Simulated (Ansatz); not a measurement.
# GeH5CBr3N2 (CH(NH2)2GeBr3): band gap by G0W0 on PBE

How far does one-shot GW move the PBE gap of GeH5CBr3N2 (CH(NH2)2GeBr3)?

Calculated with Ansatz 0.2.0; PBE, then G0W0 on it, plane waves, PAW.

This is a report of a sequence of runs, with most program output left out.

The structure was built from a prototype and need not be the compound's stable phase.

In doubt: masses and optical values from hybrid runs of this build are listed as unsure (in some of the runs), which bears on the screening that GW takes from such a start.

### Step 1. Set-up

The cell holds 12 atoms: 1 C, 5 H, 2 N, 1 Ge and 3 Br. Its edges and angles: a = 5.963 Å, b = 5.862 Å, c = 5.961 Å, α = 89.1°, β = 80.5°, γ = 91.0°.

As a file:

```cif
data_structure
_symmetry_space_group_name_H-M 'P 1'
_symmetry_Int_Tables_number 1
_cell_length_a 5.9627
_cell_length_b 5.8624
_cell_length_c 5.9609
_cell_angle_alpha 89.143
_cell_angle_beta 80.452
_cell_angle_gamma 91.030
_cell_volume 205.41
loop_
_atom_site_label
_atom_site_type_symbol
_atom_site_fract_x
_atom_site_fract_y
_atom_site_fract_z
_atom_site_occupancy
C1 C 0.97221 0.93423 0.02809 1
H2 H 0.90698 0.76752 0.09493 1
N3 N 0.87990 0.02628 0.86447 1
N4 N 0.13718 0.02853 0.11723 1
H5 H 0.75382 0.94162 0.80126 1
H6 H 0.20288 0.94599 0.24273 1
H7 H 0.93445 0.17976 0.78768 1
H8 H 0.21238 0.18241 0.06134 1
Ge9 Ge 0.47435 0.52799 0.52458 1
Br10 Br 0.46893 0.51083 0.95140 1
Br11 Br 0.50796 0.96193 0.49137 1
Br12 Br 0.04784 0.50817 0.53197 1
```

The structure was relaxed with PBE-D3(BJ). The runs that relaxed it are not among those shown. The default PAW set here is soft_2. Its files were made with PBE.

### Step 2. Bands along the symmetry lines

Levels along a band path and on the mesh show where this functional puts the band edges.

This step: DFT, PBE, plane waves, PAW.

input.yaml reads:

```yaml
crystal:
  lattice:
    - [5.9417565989, -0.0551884511, 0.4964359377]
    - [-0.0551884511, 5.8619710545, 0.0465831515]
    - [0.4964359377, 0.0465831515, 5.9399761237]
  atoms:
    - { symbol: C, position: [-0.0277864689, 0.9342290028, 0.028094965] }
    - { symbol: H, position: [-0.0930231544, 0.7675167529, 0.094931968] }
    - { symbol: "N", position: [0.8799000862, 0.0262781902, 0.8644693122] }
    - { symbol: "N", position: [0.1371778016, 0.0285304112, 0.1172269404] }
    - { symbol: H, position: [0.7538193666, 0.9416171918, -0.1987364375] }
    - { symbol: H, position: [0.202875516, 0.9459863878, 0.2427322448] }
    - { symbol: H, position: [0.9344465668, 0.1797635521, 0.7876829357] }
    - { symbol: H, position: [0.2123803387, 0.1824108012, 1.061338748] }
    - { symbol: Ge, position: [0.4743475668, 0.527988309, 0.5245814029] }
    - { symbol: Br, position: [0.4689318564, 0.5108296657, -0.048604875] }
    - { symbol: Br, position: [0.5079560114, -0.0380692697, 0.4913735585] }
    - { symbol: Br, position: [0.0478425875, 0.5081694063, 0.5319723493] }
kpoints:
  mp_grid: { grid: [4, 4, 4] }
  band_path:
    path:
      - [[0.0, 0.0, 0.0], [0.5, 0.0, 0.0], [0.5, 0.5, 0.0], [0.0, 0.0, 0.0], [0.5, 0.5, 0.5], [0.5, 0.0, 0.0]]
      - [[0.5, 0.5, 0.0], [0.5, 0.5, 0.5]]
    npoints: 10
hamiltonian:
  xc: pbe
scf:
  occupations: { method: fermi_dirac, width: 0.02 }
  n_extra_bands: 8
output:
  eigenvalues: true
  write_density: true
  write_potential: true
  elf: true
  volumetric_format: npy
```

The run is started by

```bash
ansatz run input.yaml --threads 3 --pin off --max-ram 92160MiB --backend cuda --events-out ev --progress --plain --runs-dir out --devices 1 --max-vram 13GiB  # rebuilt from the run's record
```

Wall time 11 s (1 × NVIDIA H100 80GB HBM3 (shared by 6 runs) with 3 threads of AMD EPYC 7R13 (Zen 3), shared host); peak memory 1 GiB; 6.3 s of CPU time.

This step gave:

* filled bands: 27
* gap: 2.156 eV
* valence top at: R
* conduction bottom at: R
* least direct gap: 2.156 eV

Over mesh and path the gap is 2.156 eV, direct, at k = (0.500, 0.500, 0.500).

Electronic bands along the path, in eV, zero at the top of the highest nominally filled band:

```csv
point,band 24,band 25,band 26,band 27,band 28,band 29,band 30,band 31
Γ,-1.69,-1.55,-1.53,-1.10,3.34,4.33,5.01,5.32
halfway,-1.71,-1.62,-1.50,-1.10,3.37,3.89,4.75,5.13
X,-1.67,-1.59,-1.45,-1.06,2.79,3.38,5.02,5.10
halfway,-1.68,-1.49,-1.43,-0.84,2.64,3.42,3.84,4.92
M,-1.71,-1.51,-1.25,-0.40,2.44,2.57,3.46,4.84
halfway,-1.77,-1.51,-1.49,-0.94,3.39,3.73,4.01,5.01
Γ,-1.69,-1.55,-1.53,-1.10,3.34,4.33,5.01,5.32
halfway,-1.60,-1.52,-1.38,-0.75,3.34,3.45,3.82,3.98
R,-1.34,-1.22,-1.22,0.00,2.16,2.26,2.42,3.36
halfway,-1.50,-1.42,-1.29,-0.70,2.52,3.38,3.65,3.73
X,-1.67,-1.59,-1.45,-1.06,2.79,3.38,5.02,5.10
jump to M,-1.71,-1.51,-1.25,-0.40,2.44,2.57,3.46,4.84
halfway,-1.48,-1.36,-1.25,-0.26,2.33,2.43,3.37,3.61
R,-1.34,-1.22,-1.22,0.00,2.16,2.26,2.42,3.36
```

Valence density in the ac plane at fractional y = 0.934, with atoms of C and H and Br within 0.2 Å of it. It is the smooth field of the valence electrons, not physical close to the nuclei.

Ten even steps from '0' (0.0 e/Å³) to '9' (1.9 e/Å³), each cell a mean:
```
63210000000012589
41000000000025897
20000000000159985
10000000000035432
00000001110001110
00000023432100000
00000135554200000
00000145235310000
00000135335410000
00000024565310000
00110001332100000
01363000010000000
23684100000000011
57873100000000134
99862000000000258
97531000000001379
```
Columns run along a (6.0 Å), rows up along c (6.0 Å). Atoms in or near the plane, at fractional coordinates: C at (0.97, 0.03), H at (0.75, 0.80), H at (0.20, 0.24), Br at (0.51, 0.49).

Electrostatic potential energy in the ac plane at fractional y = 0.934, with atoms of C and H and Br within 0.2 Å of it. With pseudopotentials it is smooth inside the atoms' cores, unlike the true potential.

Values in eV, 9 rows by 16 columns, each cell a mean:
```
-24  -7   3   6   7   7   7   7   7   6   5   2  -1 -12 -22 -28
  3   5   6   7   7   7   7   7   7   6   2 -19 -36 -18 -17  -6
  6   7   7   7   7   7   5   4   4   5   4   0  -5   1   4   5
  7   7   7   7   6   2 -16 -41 -43 -25  -2   5   6   6   7   7
  7   7   7   7   6   0 -31 -64 -66 -61 -22   2   6   7   7   7
  6   5   4   3   4   4  -2 -21 -34 -27  -6   4   7   7   7   7
  4   1 -14 -35 -11   3   6   6   5   5   6   7   7   6   5   5
-11 -15 -21 -15  -2   4   6   7   7   7   7   7   5   2  -7 -16
-57 -22 -10  -2   4   6   7   7   7   7   7   6   4  -3 -34 -64
```
Columns run along a (6.0 Å; values clipped at the 3rd and 97th percentile), rows up along c (6.0 Å). Atoms in or near the plane, at fractional coordinates: C at (0.97, 0.03), H at (0.75, 0.80), H at (0.20, 0.24), Br at (0.51, 0.49).

### Step 3. The quasiparticle correction

G0W0 replaces the xc potential by a self-energy built once from the orbitals of the start. Levels are corrected in the window of bands that the input names, at points of the mesh.

This step: G0W0 on PBE, plane waves, PAW.

input.yaml, as its differences from that of step 2:

```diff
@@ -20,7 +20,2 @@
   mp_grid: { grid: [4, 4, 4] }
-  band_path:
-    path:
-      - [[0.0, 0.0, 0.0], [0.5, 0.0, 0.0], [0.5, 0.5, 0.0], [0.0, 0.0, 0.0], [0.5, 0.5, 0.5], [0.5, 0.0, 0.0]]
-      - [[0.5, 0.5, 0.0], [0.5, 0.5, 0.5]]
-    npoints: 10
 hamiltonian:
@@ -28,9 +23,8 @@
 scf:
-  occupations: { method: fermi_dirac, width: 0.02 }
-  n_extra_bands: 8
-output:
-  eigenvalues: true
-  write_density: true
-  write_potential: true
-  elf: true
-  volumetric_format: npy
+  occupations: { method: fixed }
+gw:
+  n_empty_bands: 856
+  ecut_chi: 150.0
+  qp_bands: [v4, c4]
+  qp_kpoints: band_edges
+  screening: { model: contour_deformation }
```

Elapsed: 5.1 min, on 1 × NVIDIA H100 80GB HBM3 (shared by 6 runs) with 3 threads; peak memory 7.4 GiB.

Numbers from this step:

* bands summed: 883
* RPA ε∞ on this mesh (eigenvalues): 3.302, 4.046, 4.092
* plane waves in the screening matrix: 851
* q-points in the mesh: 64
* G0W0 gap over the corrected points: 3.568 eV
* k of the valence top: -0.5, -0.5, -0.5
* k of the conduction bottom: -0.5, -0.5, -0.5
* starting gap on the mesh: 2.156 eV
* Z at the valence top: 0.7704
* Z at the conduction bottom: 0.7913
* least direct G0W0 gap over the corrected points: 3.568 eV

Over 24 of 36 irreducible mesh points the G0W0 gap is 3.568 eV, direct, at k = (-0.500, -0.500, -0.500). The PBE gap of this run on the mesh is 2.156 eV. The two states that bound the G0W0 gap lie that far apart at the start, so the correction of the gap is 3.568 − 2.156 = +1.412 eV.

Labels follow the order of the start: v1 is the top filled band, c1 the lowest empty one; levels that stay degenerate share a row, the window can cut a multiplet, doubted levels are not marked in this list, bands outside the window were not corrected, and the list may be a part of the corrected levels. Levels before and after the correction, in eV, zero at the valence-band top of each column:

```csv
,conduction bottom,valence top
Kohn-Sham,2.16,0.00
G0W0,3.57,0.00
```

```csv
,level,occupation,energy (eV)
Kohn-Sham,(-0.5 -0.5 -0.5) v4,2,-1.336
Kohn-Sham,(-0.5 -0.5 -0.5) v3-v2,2,-1.222
Kohn-Sham,(-0.5 -0.5 -0.5) v1,2,0.000
Kohn-Sham,(-0.5 -0.5 -0.5) c1,0,2.156
Kohn-Sham,(-0.5 -0.5 -0.5) c2,0,2.262
Kohn-Sham,(-0.5 -0.5 -0.5) c3,0,2.418
Kohn-Sham,(-0.5 -0.5 -0.5) c4,0,3.362
G0W0,(-0.5 -0.5 -0.5) v4,2,-1.689
G0W0,(-0.5 -0.5 -0.5) v3-v2,2,-1.584
G0W0,(-0.5 -0.5 -0.5) v1,2,0.000
G0W0,(-0.5 -0.5 -0.5) c1,0,3.568
G0W0,(-0.5 -0.5 -0.5) c2,0,3.661
G0W0,(-0.5 -0.5 -0.5) c3,0,3.822
G0W0,(-0.5 -0.5 -0.5) c4,0,5.795
```

The parts of the quasiparticle energy for the two states that bound the G0W0 gap, in eV on the run's own scale (QP = start + Σx + Σc − Vxc, with Σc at the quasiparticle energy):

```csv
edge,k,band,start,Σx,Σc,Vxc,Z,QP
valence top,"(-0.500, -0.500, -0.500)",27,2.000,−17.564,0.818,−15.757,0.770,1.011
conduction bottom,"(-0.500, -0.500, -0.500)",28,4.155,−8.177,−3.393,−11.993,0.791,4.579
```

### Step 4. Spin-orbit coupling

This run has two-component orbitals with spin-orbit coupling.

This step: DFT, PBE with spin-orbit coupling, plane waves, PAW.

input.yaml, as its differences from that of step 3:

```diff
@@ -20,2 +20,5 @@
   mp_grid: { grid: [4, 4, 4] }
+  band_path:
+    path: [[0.0, 0.0, 0.0], [0.5, 0.0, 0.0], [0.5, 0.5, 0.0], [0.5, 0.5, 0.5]]
+    npoints: 1
 hamiltonian:
@@ -24,7 +27,7 @@
   occupations: { method: fixed }
-gw:
-  n_empty_bands: 856
-  ecut_chi: 150.0
-  qp_bands: [v4, c4]
-  qp_kpoints: band_edges
-  screening: { model: contour_deformation }
+  n_extra_bands: 16
+magnetization:
+  noncollinear: true
+  spin_orbit: true
+output:
+  eigenvalues: true
```

Elapsed: 6.4 s, on 1 × NVIDIA H100 80GB HBM3 (shared by 6 runs) with 3 threads; peak memory 1 GiB; 11 s of CPU time.

This step gave:

| Item | Value |
| --- | --- |
| gap | 2.119 eV |
| valence top at | R |
| conduction bottom at | R |
| least direct gap | 2.119 eV |

Over mesh and listed points the gap is 2.119 eV, direct, at k = (0.500, 0.500, 0.500). PBE+SOC against PBE: 2.119 − 2.156 = −0.037 eV, with the same mesh, set of files (read in its fully relativistic form for the spin-orbit run) and cutoff, and both edges at the same k points. The spin-orbit run sees mesh and listed points alone, so its gap is an upper bound: the coupling can move an edge off these points, the more so as this crystal has no centre of inversion, and the change over the zone, its sign included where it is small, is not known.

### Step 5. The runs together

Each gap is the least one over the points named; times are wall times on shared hosts, not benchmarks. A G0W0 time includes the run's own self-consistent start. Runs with listed points see these and the mesh alone, so an edge that moves elsewhere is missed. Rows marked * are further runs, not shown as steps, whose inputs differ from the G0W0 step on the same start in the columns given; solver thresholds can differ too. Symmetry makes (0.500, 0.500, 0.500) and (-0.500, -0.500, -0.500) one point.

```csv
level,mesh,"files, cutoff","bands summed, screening",points,gap (eV),valence top,conduction bottom,least direct gap (eV),time
PBE,4×4×4,"soft_2 PAW, 420 eV",-,mesh and path,2.156,"(0.500, 0.500, 0.500)","(0.500, 0.500, 0.500)",2.156,11 s
PBE+SOC,4×4×4,"soft_2 PAW, 420 eV",-,mesh and listed points,2.119,"(0.500, 0.500, 0.500)","(0.500, 0.500, 0.500)",2.119,6.4 s
G0W0@PBE*,4×4×4,"soft_2 PAW, 420 eV","243, 60 eV",26 of 36 irreducible mesh points,3.385,"(-0.500, -0.500, -0.500)","(-0.500, -0.500, -0.500)",3.385,55 s
G0W0@PBE,4×4×4,"soft_2 PAW, 420 eV","883, 150 eV",24 of 36 irreducible mesh points,3.568,"(-0.500, -0.500, -0.500)","(-0.500, -0.500, -0.500)",3.568,5.1 min
```

### Step 6. Outcome

```yaml
pbe_gap_over_mesh_and_path: 2.156 eV, direct, at k = (0.500, 0.500, 0.500)
g0w0_pbe_gap_over_24_of_36_irreducible_mesh_points: 3.568 eV, direct, at k = (-0.500, -0.500, -0.500)
pbe_soc_gap_over_mesh_and_listed_points: 2.119 eV
gw_settings: 4×4×4 mesh, 856 empty bands, screening to 150 eV
known_limits: finite bands, screening cutoff and k mesh; no spin-orbit coupling in G0W0
```

What this shows: Over 24 of 36 irreducible mesh points the G0W0 gap is 3.568 eV, direct, at k = (-0.500, -0.500, -0.500). The PBE gap of this run on the mesh is 2.156 eV. The two states that bound the G0W0 gap lie that far apart at the start, so the correction of the gap is 3.568 − 2.156 = +1.412 eV. The valence state moves by 1.011 − 2.000 = −0.989 eV and the conduction state by 4.579 − 4.155 = +0.424 eV, on the run's own scale; with 243 bands the edge states move by −0.507 and +0.723 eV, so the split between the edges depends on the bands and cutoff. Both edges that PBE shows over mesh and path lie at k points where levels were corrected. Levels at other points were not corrected, so a lower G0W0 gap elsewhere in the zone is not ruled out. From 243 bands and 60 eV to 883 bands and 150 eV the gap moves by 3.568 − 3.385 = +0.183 eV; bands and screening cutoff rise together, so their parts are not told apart. Two runs can't test a law of convergence, so the limit is not known. G0W0 on other starts in this series, not shown as steps and not all at these settings: 3.889 eV on HSE06 (4×4×4, soft_2 PAW, 425 bands, 90 eV). PBE+SOC against PBE: 2.119 − 2.156 = −0.037 eV, with the same mesh, set of files (read in its fully relativistic form for the spin-orbit run) and cutoff, and both edges at the same k points. The spin-orbit run sees mesh and listed points alone, so its gap is an upper bound: the coupling can move an edge off these points, the more so as this crystal has no centre of inversion, and the change over the zone, its sign included where it is small, is not known. What spin-orbit coupling does to the G0W0 levels was not computed, so no sum with the G0W0 gap is formed. The G0W0 runs are scalar-relativistic. No pair of G0W0 runs that differ in the mesh alone is shown (4×4×4 is a supercell whose nearest images lie 23 Å apart), so the error from the mesh is not known here. G0W0 is shown with one set of atomic data (soft_2 PAW), so the error from the files is not known here.

[Paths, hosts, dates, memory and timing lines, banners, echoed tables and standing remarks are left out of the program output.]

[Logs are printed without paths, hosts, clocks, repeated set-up lines and the standing remarks that a program may print on its own settings, such as how far it seeks lower states.]

[Runs of the session that timed out or met a known fault of the program may be left out.]

[Cells called generated may have been cut or substituted from an entry of the Crystallography Open Database or the Materials Project.]

[Hosts, paths, dates, database ids (printed as entryN), source tags and the programs' standing remarks are cut or masked in the printed files.]

[Where an RPA ε∞ is given, it is that of the G0W0 mesh and is not shown converged in it. Names of k-points follow the symmetry that the program found, which can be lower than the space group named. Band edges on a path are those of the sampled points; other points can move an edge, and change direct to indirect where valleys lie close.]

[Hybrid gaps are those of their k-mesh and are not shown converged in it.]
